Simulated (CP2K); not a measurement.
The C K edge of 2-methoxyimidazole was computed by TDDFT (CP2K XAS_TDP, aug-cc-pVDZ, TDA) at these levels: PBE, PBEh(45%) and PBEh(45%) + GW2X. The first three lines of C1 (bonded to O and 3 H) with a strength over 0.0015, energy in eV and strength:

```csv
run,first,second,third
1,291.52 (0.042),292.80 (0.023),292.90 (0.023)
2,284.83 (0.043),286.11 (0.024),286.21 (0.023)
3,271.34 (0.003),271.37 (0.003),271.52 (0.002)
```

Which run is which?

Run 1: PBEh(45%) + GW2X (45 % exact exchange). Run 2: PBEh(45%) (45 % exact exchange). Run 3: PBE (0 % exact exchange). Self-interaction lifts the core level, so the uncorrected lines rise with the share of exact exchange. The GW2X run keeps the spacings of its parent: 1.28 eV between the first two lines in run 1, 1.28 eV in run 2. Its shift is +6.69 eV, since the Kohn–Sham level at this share of exchange lies that far above the quasiparticle level.

[Banner, clock and machine lines of the logs are left out without a mark of their own.]

[Logs are printed without paths, hosts, clocks, repeated set-up lines and the standing remarks that a program may print on its own settings, such as how far it seeks lower states.]

[Hosts, paths, dates, database ids (printed as entryN), source tags and the programs' standing remarks are cut or masked in the printed files.]
